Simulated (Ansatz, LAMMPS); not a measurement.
## Charge trapping in glassy 76SiO2-9BaO-7SrO-4Li2O-4ZrO2 (mol %) (128 atoms)

Aim: add and remove one electron in glassy 76SiO2-9BaO-7SrO-4Li2O-4ZrO2 (mol %) (128 atoms), with atoms held and relaxed, and read trapping energy and localisation.

Main program and level: Ansatz 0.2.0; Kohn-Sham DFT, PBE, PAW (set soft_2), plane waves.

## (1) Set-up

The cell holds 128 atoms: 34 Si, 4 Ba, 3 Sr, 4 Li, 2 Zr and 81 O. Its edges and angles: a = 12.269 Å, b = 12.269 Å, c = 12.269 Å, α = 90.0°, β = 90.0°, γ = 90.0°. 128 atoms (34 Si, 4 Ba, 3 Sr, 4 Li, 2 Zr, 81 O) placed at random at 2.87 g/cm³, melted at 4000 K for 10 ps at fixed volume with the Morse and Coulomb pair potential with partial charges (Pedone, Malavasi, Menziani, Cormack and Segre, J. Phys. Chem. B 110, 11780 (2006)). Quenched from 4000 K to 300 K at 1000 K/ps and fixed volume, held 10 ps at zero pressure, then minimised at fixed cell.

Limits known from the start: The quench rate of 1000 K/ps is orders of magnitude faster than experiment, which tends to freeze in extra defects. The network of bonds at the start is that of the classical potential that made the cell, and needn't be the one that DFT or experiment would give. The Brillouin zone is sampled at Γ only, in a cell whose shortest periodic width is 12 Å. Spin–orbit coupling is left out, which matters for the levels of the heavy elements.

## (2) Single point at the start

The forces at the start show how far the geometry lies from a minimum of this functional.

File input.yaml:

```yaml
crystal:
  lattice:
    - [12.26924, 0.0, 0.0]
    - [0.0, 12.26924, 0.0]
    - [0.0, 0.0, 12.26924]
  atoms:
    - { symbol: Si, position: [0.68533, 0.11783, 0.49132] }
    - { symbol: Si, position: [0.73159, 0.42412, 0.62221] }
    - { symbol: Si, position: [0.54945, 0.47848, 0.78502] }
    - { symbol: Si, position: [0.31057, 0.82998, 0.16212] }
    - { symbol: Si, position: [0.77894, 0.80019, 0.23716] }
    - { symbol: Si, position: [0.20126, 0.90553, 0.75803] }
    - { symbol: Si, position: [0.17858, 0.66438, 0.85825] }
    - { symbol: Si, position: [0.83589, 0.5558, 0.30356] }
    - { symbol: Si, position: [0.80773, 0.03607, 0.99196] }
    - { symbol: Si, position: [0.14522, 0.10393, 0.91306] }
    - { symbol: Si, position: [0.25033, 0.66952, 0.46286] }
    - { symbol: Si, position: [0.75269, 0.78751, 0.99001] }
    - { symbol: Si, position: [0.59234, 0.13013, 0.90944] }
    - { symbol: Si, position: [0.42404, 0.32278, 0.33981] }
    - { symbol: Si, position: [0.3203, 0.39852, 0.1098] }
    - { symbol: Si, position: [0.91619, 0.64853, 0.86177] }
    - { symbol: Si, position: [0.12281, 0.7035, 0.26076] }
    - { symbol: Si, position: [0.59204, 0.95336, 0.32044] }
    - { symbol: Si, position: [0.93331, 0.18227, 0.81278] }
    - { symbol: Si, position: [0.08093, 0.30129, 0.40141] }
    - { symbol: Si, position: [0.44435, 0.88965, 0.71089] }
    - { symbol: Si, position: [0.87735, 0.40631, 0.91923] }
    - { symbol: Si, position: [0.29325, 0.45607, 0.75585] }
    - { symbol: Si, position: [0.65931, 0.40574, 0.38555] }
    - { symbol: Si, position: [0.17436, 0.08256, 0.47606] }
    - { symbol: Si, position: [0.63051, 0.376, 0.99352] }
    - { symbol: Si, position: [0.89074, 0.223, 0.56656] }
    - { symbol: Si, position: [0.3746, 0.90321, 0.45043] }
    - { symbol: Si, position: [0.26865, 0.42539, 0.51188] }
    - { symbol: Si, position: [0.81935, 0.81276, 0.6749] }
    - { symbol: Si, position: [0.55004, 0.70903, 0.84707] }
    - { symbol: Si, position: [0.36895, 0.63827, 0.02805] }
    [... 90 atom lines left out ...]
    - { symbol: O, position: [0.21814, 0.64988, 0.33647] }
    - { symbol: O, position: [0.68442, 0.85772, 0.30777] }
    - { symbol: O, position: [0.81472, 0.68537, 0.28397] }
    - { symbol: O, position: [0.44423, 0.24528, 0.81172] }
    - { symbol: O, position: [0.55259, 0.95378, 0.74305] }
    - { symbol: O, position: [0.26438, 0.15875, 0.90187] }
kpoints:
  mp_grid: { grid: [1, 1, 1] }
hamiltonian:
  xc: pbe
scf:
  occupations: { method: fixed }
output:
  forces: true
```

The run is started by

```console
$ ansatz run input.yaml --threads 4 --pin off --max-ram 8192MiB --backend cpu --events-out ev --progress --plain --runs-dir out
```

Numbers of over 12 decimals in the logs are rounded to 6 here.

What it wrote:

```text
Engine: ansatz 0.2.0, x86_64-unknown-linux-gnu
Pseudopotentials: kind: paw
Pseudopotential: Si, paw, valence charge 4, recommended cutoff 420 eV (normal), Si.paw.azcp
Pseudopotential: Ba, paw, valence charge 10, recommended cutoff 420 eV (normal), Ba.paw.azcp
Pseudopotential: Sr, paw, valence charge 10, recommended cutoff 420 eV (normal), Sr.paw.azcp
Pseudopotential: Li, paw, valence charge 3, recommended cutoff 420 eV (normal), Li.paw.azcp
Pseudopotential: Zr, paw, valence charge 12, recommended cutoff 420 eV (normal), Zr.paw.azcp
Pseudopotential: O, paw, valence charge 6, recommended cutoff 420 eV (normal), O.paw.azcp
[... 5 lines on functional and potentials left out ...]
Crystal: 128 atoms, lattice volume = 1846.941 Å³
Basis set: ecut = 420 eV, 36137 PW (Γ), exchange–correlation on 180×180×180 points (8 copies of the dense FFT grid, shifted against one another)
Bands: 492, of which v1, the nominal top of the filled ones, is band 364 counted from 1 (363 counted from 0)
Symmetry: 1 space group operations
Space group: P1 (ITA 1), of the structure as read, at distance tolerance 1.2e-4 Å
k-points: 1
[... 13 lines on functional and potentials left out ...]
Initial density: superposition of atomic densities (neutral atoms: chi_scale 0, normalization atom), corrected by the library's trained network
Initial wavefunctions: pseudopotential atomic-orbital guess
Functional: x = pbe(κ = 0.804, μ = 0.219515), c = pbe(β = 0.066725)
SCF iter   1: F=—  HF=-111340.043710 eV  |F-HF|=—  |Δ(HF+E_count)|=         —  Δρ=2.16e-3  dr2=9.64e-2  ethr=1.77e-3  ⟨swp⟩=6.0  Hψ=1747  notcnv=0  defer=124
preconditioner: auto → Resta (q_TF=auto, 2.336 Å⁻¹)  ε∞=3.2  [insulator: Δε(μ)=3.208 eV  Ē_g=15.434 eV  n_scr=388 (ndim 8)  ℏωp=22.7 eV  f_vac=0.150  ε∞_Penn≈3.2]
SCF iter   2: F=—  HF=-111340.053792 eV  |F-HF|=—  |Δ(HF+E_count)|=   1.01e-2  Δρ=1.13e-3  dr2=2.11e-2  ethr=1.32e-5  ⟨swp⟩=4.0  Hψ=794  notcnv=0  defer=126
SCF iter   3: F=—  HF=-111340.059928 eV  |F-HF|=—  |Δ(HF+E_count)|=   6.14e-3  Δρ=5.04e-4  dr2=6.40e-3  ethr=2.90e-6  ⟨swp⟩=2.0  Hψ=663  notcnv=0  defer=112
automatic band count: iteration 3 solves 478 bands in place of 492: the levels show a gap, and the empty bands left out lie too high to hold charge; the band table lists the bands solved (type scf.n_extra_bands for more)
SCF iter   4: F=—  HF=-111340.060866 eV  |F-HF|=—  |Δ(HF+E_count)|=   9.38e-4  Δρ=1.53e-4  dr2=5.32e-4  ethr=8.80e-7  ⟨swp⟩=3.0  Hψ=663  notcnv=0  defer=112
SCF iter   5: F=—  HF=-111340.060940 eV  |F-HF|=—  |Δ(HF+E_count)|=   7.37e-5  Δρ=8.58e-5  dr2=1.28e-4  ethr=7.31e-8  ⟨swp⟩=2.0  Hψ=662  notcnv=0  defer=112
SCF iter   6: F=—  HF=-111340.060965 eV  |F-HF|=—  |Δ(HF+E_count)|=   2.56e-5  Δρ=2.78e-5  dr2=1.37e-5  ethr=1.75e-8  ⟨swp⟩=2.0  Hψ=669  notcnv=0  defer=112
SCF iter   7: F=—  HF=-111340.065608 eV  |F-HF|=—  |Δ(HF+E_count)|=   4.64e-3  Δρ=1.22e-5  dr2=2.55e-6  ethr=1.88e-9  ⟨swp⟩=2.0  Hψ=840  notcnv=0  defer=110
SCF iter   8: F=—  HF=-111340.065609 eV  |F-HF|=—  |Δ(HF+E_count)|=   9.75e-7  Δρ=6.53e-6  dr2=7.65e-7  ethr=3.50e-10  ⟨swp⟩=3.0  Hψ=686  notcnv=0  defer=111
SCF iter   9: F=-111340.065609 eV  HF=-111340.065609 eV  |F-HF|=9.85e-9  |Δ(HF+E_count)|=   1.05e-7  Δρ=1.63e-6  dr2=6.05e-8  ethr=1.37e-11  ⟨swp⟩=3.0  Hψ=1690  notcnv=0
SCF 1 converged in 9 iterations: F = -111340.065609 eV  dr2 = 6.05e-8
  greatest PAW one-centre occupation: 1.000 electrons in one spin orbital (limit 2), on the Li atom at site 41 (counted from 0), in its partial waves of l = 0
SCF converged after 9 iterations
Free energy (F): -111340.065609 eV
Harris-Foulkes:  -111340.065609 eV  (|F-HF|=9.85e-9)
Internal energy: -111340.065609 eV  (E = F + TS)
E sigma→0 (E₀):  -111340.065609 eV
Fermi energy:    4.396219 eV
--- Per-component energies (eV) ---
  E_band       = -3750.963369
  E_kinetic    = 18156.009315
  E_local      = -49550.030000  (includes V_loc(G=0)·N_el)
  E_nonlocal   = 5572.970931
  E_hartree    = 18196.660430
  E_xc         = -9487.706764
  E_vxc        = -10782.155160  (∫ρ·V_xc dr)
  E_paw        = -65294.327266  (= ΣΔE_a)
  E_vpaw       = -3541.277067  (= ΣTr[D̂ρ^β])
  E_aug_tail   = 0.207756  (compensation charges beyond the density's cutoff)
  E_ewald      = -28933.850012
  E_smearing   = -0.000000  (= −TS)
  E_closure    = -0.000000  (closes the sum)
  Σ components = -111340.065609   (vs F -111340.065609, Δ=0.00e0)
--- Forces (eV/Å), atoms counted from 1 ---
  atom   1  Si    -0.93914689     0.64671091     2.41368565
  atom   2  Si     0.38329044     0.04722810    -0.83768856
  atom   3  Si    -0.51126147     0.05375404     0.75195063
  atom   4  Si    -0.39821062    -0.53273023    -0.07738005
  atom   5  Si    -0.55583832    -0.11021877    -1.04090807
  atom   6  Si     0.26746470    -0.56524580    -0.20114014
  atom   7  Si     0.72211338    -0.18155638    -0.03160028
  atom   8  Si     0.18767974    -0.02626193     0.73480627
  atom   9  Si    -0.71195328     0.77780759    -0.81949302
  atom  10  Si    -0.25907972    -0.41057031    -0.11734265
  atom  11  Si    -1.92561563     0.75402977    -0.99402592
  atom  12  Si    -0.04041501     0.06503435     0.15520601
  atom  13  Si     1.10516915    -0.01282766    -0.40492756
  atom  14  Si    -0.27000730     0.42928661    -0.50252140
[...]
atom 127  O     -0.43986263     0.15089651     0.60076113
  atom 128  O      0.51811589    -0.68050993    -0.18304557
  max |Σ_I F_I| component: 1.47e-4 eV/Å
```

It took 13 s on 4 threads of Intel Xeon Platinum 8488C (Sapphire Rapids), shared host; peak memory 2.8 GiB; 51 s of CPU time.

The r.m.s. force at the start is 0.87 eV/Å.

## (3) Relaxation

With the cell held, the atoms are moved downhill towards a nearby minimum.

File input.yaml:

```yaml
crystal:
  lattice:
    - [12.26924, 0.0, 0.0]
    - [0.0, 12.26924, 0.0]
    - [0.0, 0.0, 12.26924]
  atoms:
    [... the 128 atom lines of step 2 ...]
kpoints:
  mp_grid: { grid: [1, 1, 1] }
hamiltonian:
  xc: pbe
scf:
  occupations: { method: fixed }
output:
  forces: true
relax:
  f_tol: 0.05
  max_steps: 120
```

What it wrote:

```text
[...]
Crystal: 128 atoms, lattice volume = 1846.941 Å³
Basis set: ecut = 420 eV, 36137 PW (Γ), exchange–correlation on 180×180×180 points (8 copies of the dense FFT grid, shifted against one another)
Bands: 492, of which v1, the nominal top of the filled ones, is band 364 counted from 1 (363 counted from 0)
Symmetry: 1 space group operations
[...]
k-points: 1
[...]
SCF iter   1: F=—  HF=-111340.043712 eV  |F-HF|=—  |Δ(HF+E_count)|=         —  Δρ=2.16e-3  dr2=9.64e-2  ethr=1.77e-3  ⟨swp⟩=6.0  Hψ=1747  notcnv=0  defer=124
[...]
SCF iter   6: F=-111340.065604 eV  HF=-111340.065603 eV  |F-HF|=1.09e-6  |Δ(HF+E_count)|=   2.45e-5  Δρ=2.79e-5  dr2=1.38e-5  ethr=8.59e-9  ⟨swp⟩=2.0  Hψ=1515  notcnv=0
SCF 1 converged in 6 iterations: F = -111340.065604 eV  dr2 = 1.38e-5
[...]
relax step   1: F+E_penalty+E_count = -111340.06560381 eV  Δ(F+E_penalty+E_count) = +0.000e0 eV  max|allowed force component| = 2.609e0 eV/Å  Δτ_max = 0.0000 Å  (6 SCF iters, dr2 threshold 6.25e-5 eV, accepted)
[... from here on, the SCF cycles and remarks between the steps are left out ...]
relax step   2: F+E_penalty+E_count = -111343.46855745 eV  Δ(F+E_penalty+E_count) = -3.403e0 eV  max|allowed force component| = 1.865e0 eV/Å  Δτ_max = 0.1949 Å  (6 SCF iters, dr2 threshold 1.00e-4 eV, accepted)
relax step   3: F+E_penalty+E_count = -111345.11982677 eV  Δ(F+E_penalty+E_count) = -1.651e0 eV  max|allowed force component| = 9.768e-1 eV/Å  Δτ_max = 0.1952 Å  (6 SCF iters, dr2 threshold 1.00e-4 eV, accepted)
relax step   4: F+E_penalty+E_count = -111345.63029748 eV  Δ(F+E_penalty+E_count) = -5.105e-1 eV  max|allowed force component| = 9.029e-1 eV/Å  Δτ_max = 0.2000 Å  (6 SCF iters, dr2 threshold 1.00e-4 eV, accepted)
relax step   5: F+E_penalty+E_count = -111346.12472526 eV  Δ(F+E_penalty+E_count) = -4.944e-1 eV  max|allowed force component| = 9.576e-1 eV/Å  Δτ_max = 0.1485 Å  (6 SCF iters, dr2 threshold 1.00e-4 eV, accepted)
relax step   6: F+E_penalty+E_count = -111346.31327384 eV  Δ(F+E_penalty+E_count) = -1.885e-1 eV  max|allowed force component| = 8.267e-1 eV/Å  Δτ_max = 0.0562 Å  (6 SCF iters, dr2 threshold 1.00e-4 eV, accepted)
relax step   7: F+E_penalty+E_count = -111346.47852625 eV  Δ(F+E_penalty+E_count) = -1.653e-1 eV  max|allowed force component| = 3.145e-1 eV/Å  Δτ_max = 0.2000 Å  (6 SCF iters, dr2 threshold 1.00e-4 eV, accepted)
relax step   8: F+E_penalty+E_count = -111346.55611429 eV  Δ(F+E_penalty+E_count) = -7.759e-2 eV  max|allowed force component| = 2.284e-1 eV/Å  Δτ_max = 0.1036 Å  (6 SCF iters, dr2 threshold 1.43e-5 eV, accepted)
relax step   9: F+E_penalty+E_count = -111346.61192514 eV  Δ(F+E_penalty+E_count) = -5.581e-2 eV  max|allowed force component| = 2.058e-1 eV/Å  Δτ_max = 0.0460 Å  (6 SCF iters, dr2 threshold 7.55e-6 eV, accepted)
relax step  10: F+E_penalty+E_count = -111346.67369669 eV  Δ(F+E_penalty+E_count) = -6.177e-2 eV  max|allowed force component| = 2.315e-1 eV/Å  Δτ_max = 0.1221 Å  (6 SCF iters, dr2 threshold 2.23e-5 eV, accepted)
relax step  11: F+E_penalty+E_count = -111346.73612214 eV  Δ(F+E_penalty+E_count) = -6.243e-2 eV  max|allowed force component| = 3.675e-1 eV/Å  Δτ_max = 0.1688 Å  (6 SCF iters, dr2 threshold 4.35e-5 eV, accepted)
relax step  12: F+E_penalty+E_count = -111346.77440542 eV  Δ(F+E_penalty+E_count) = -3.828e-2 eV  max|allowed force component| = 5.158e-1 eV/Å  Δτ_max = 0.1533 Å  (6 SCF iters, dr2 threshold 1.00e-4 eV, accepted)
relax step  13: F+E_penalty+E_count = -111346.83489039 eV  Δ(F+E_penalty+E_count) = -6.048e-2 eV  max|allowed force component| = 2.693e-1 eV/Å  Δτ_max = 0.0405 Å  (5 SCF iters, dr2 threshold 1.00e-4 eV, accepted)
relax step  14: F+E_penalty+E_count = -111346.89993477 eV  Δ(F+E_penalty+E_count) = -6.504e-2 eV  max|allowed force component| = 2.745e-1 eV/Å  Δτ_max = 0.0915 Å  (6 SCF iters, dr2 threshold 1.98e-5 eV, accepted)
relax step  15: F+E_penalty+E_count = -111346.96452625 eV  Δ(F+E_penalty+E_count) = -6.459e-2 eV  max|allowed force component| = 2.449e-1 eV/Å  Δτ_max = 0.1947 Å  (7 SCF iters, dr2 threshold 2.05e-5 eV, accepted)
relax step  16: F+E_penalty+E_count = -111346.99668656 eV  Δ(F+E_penalty+E_count) = -3.216e-2 eV  max|allowed force component| = 3.190e-1 eV/Å  Δτ_max = 0.1201 Å  (6 SCF iters, dr2 threshold 4.77e-5 eV, accepted)
relax step  17: F+E_penalty+E_count = -111347.03175259 eV  Δ(F+E_penalty+E_count) = -3.507e-2 eV  max|allowed force component| = 1.313e-1 eV/Å  Δτ_max = 0.0399 Å  (5 SCF iters, dr2 threshold 8.10e-5 eV, accepted)
relax step  18: F+E_penalty+E_count = -111347.00038991 eV  Δ(F+E_penalty+E_count) = +3.136e-2 eV  max|allowed force component| = 3.600e-1 eV/Å  Δτ_max = 0.1367 Å  (8 SCF iters, dr2 threshold 2.92e-6 eV, rejected (line search))
relax step  19: F+E_penalty+E_count = -111347.06340978 eV  Δ(F+E_penalty+E_count) = -3.166e-2 eV  max|allowed force component| = 8.443e-2 eV/Å  Δτ_max = 0.0650 Å  (9 SCF iters, accepted)
relax step  20: F+E_penalty+E_count = -111347.07256433 eV  Δ(F+E_penalty+E_count) = -9.155e-3 eV  max|allowed force component| = 1.145e-1 eV/Å  Δτ_max = 0.0520 Å  (9 SCF iters, accepted)
relax step  21: F+E_penalty+E_count = -111347.08166278 eV  Δ(F+E_penalty+E_count) = -9.098e-3 eV  max|allowed force component| = 9.667e-2 eV/Å  Δτ_max = 0.0428 Å  (6 SCF iters, dr2 threshold 5.42e-6 eV, accepted)
relax step  22: F+E_penalty+E_count = -111347.09449752 eV  Δ(F+E_penalty+E_count) = -1.283e-2 eV  max|allowed force component| = 6.976e-2 eV/Å  Δτ_max = 0.0775 Å  (7 SCF iters, dr2 threshold 6.67e-6 eV, accepted)
relax step  23: F+E_penalty+E_count = -111347.10165443 eV  Δ(F+E_penalty+E_count) = -7.157e-3 eV  max|allowed force component| = 8.633e-2 eV/Å  Δτ_max = 0.0342 Å  (7 SCF iters, dr2 threshold 2.53e-6 eV, accepted)
relax step  24: F+E_penalty+E_count = -111347.10846818 eV  Δ(F+E_penalty+E_count) = -6.814e-3 eV  max|allowed force component| = 6.027e-2 eV/Å  Δτ_max = 0.0355 Å  (6 SCF iters, dr2 threshold 3.88e-6 eV, accepted)
relax step  25: F+E_penalty+E_count = -111347.11248332 eV  Δ(F+E_penalty+E_count) = -4.015e-3 eV  max|allowed force component| = 5.043e-2 eV/Å  Δτ_max = 0.0229 Å  (8 SCF iters, accepted)
relax step  26: F+E_penalty+E_count = -111347.11497020 eV  Δ(F+E_penalty+E_count) = -2.487e-3 eV  max|allowed force component| = 3.680e-2 eV/Å  Δτ_max = 0.0169 Å  (8 SCF iters, accepted)
SCF converged after 8 iterations
Free energy (F): -111347.114970 eV
[...]
Internal energy: -111347.114970 eV  (E = F + TS)
E sigma→0 (E₀):  -111347.114970 eV
Fermi energy:    4.217782 eV
[...]
--- Forces (eV/Å), atoms counted from 1 ---
  atom   1  Si    -0.00945792     0.01885381     0.01118488
  atom   2  Si     0.01876673     0.00296802     0.00485189
  atom   3  Si     0.00759112    -0.00155605     0.00069983
  atom   4  Si    -0.01719776    -0.02180541     0.00929354
  atom   5  Si    -0.00788019     0.00993869    -0.00704176
  atom   6  Si     0.00180718    -0.01969077     0.00081613
  atom   7  Si     0.00771558    -0.00761336     0.01371593
  atom   8  Si    -0.03453203     0.02557760     0.01893751
  atom   9  Si     0.02464225     0.00862952     0.03679798
  atom  10  Si    -0.00964913     0.00451338    -0.00069328
  atom  11  Si    -0.00284275    -0.00991195    -0.00517410
  atom  12  Si    -0.01143486     0.00836060     0.01358457
  atom  13  Si     0.02745871     0.01396429     0.02608373
  atom  14  Si    -0.00446402     0.00798178     0.02474578
[...]
atom 127  O     -0.01250465     0.01206223    -0.00814472
  atom 128  O      0.00626424    -0.01322103     0.01734923
  max |Σ_I F_I| component: 3.81e-5 eV/Å
--- Relaxed structure (26 steps of the walk, 25 accepted, 0 SCFs on fresh bases) ---
  F+E_penalty+E_count = -111347.11497020 eV   max|allowed force component| = 3.680e-2 eV/Å
  atoms:
    - { symbol: Si, position: [0.690846, 0.104237, 0.499467] }
    - { symbol: Si, position: [0.714947, 0.420278, 0.621738] }
    - { symbol: Si, position: [0.544047, 0.480943, 0.793612] }
    - { symbol: Si, position: [0.322932, 0.827216, 0.170780] }
[...]
- { symbol: O, position: [0.276122, 0.140588, 0.917285] }
```

It took 4.6 min on 4 threads; peak memory 2.7 GiB; 17 min of CPU time.

The relaxation converged after 26 steps, 7.05 eV below its start, with a largest force component of 0.037 eV/Å.

(Continued in part 2 of 4.)

[Logs are printed without paths, hosts, clocks, repeated set-up lines and the standing remarks that a program may print on its own settings, such as how far it seeks lower states.]

[Hosts, paths, dates, database ids (printed as entryN), source tags and the programs' standing remarks are cut or masked in the printed files.]
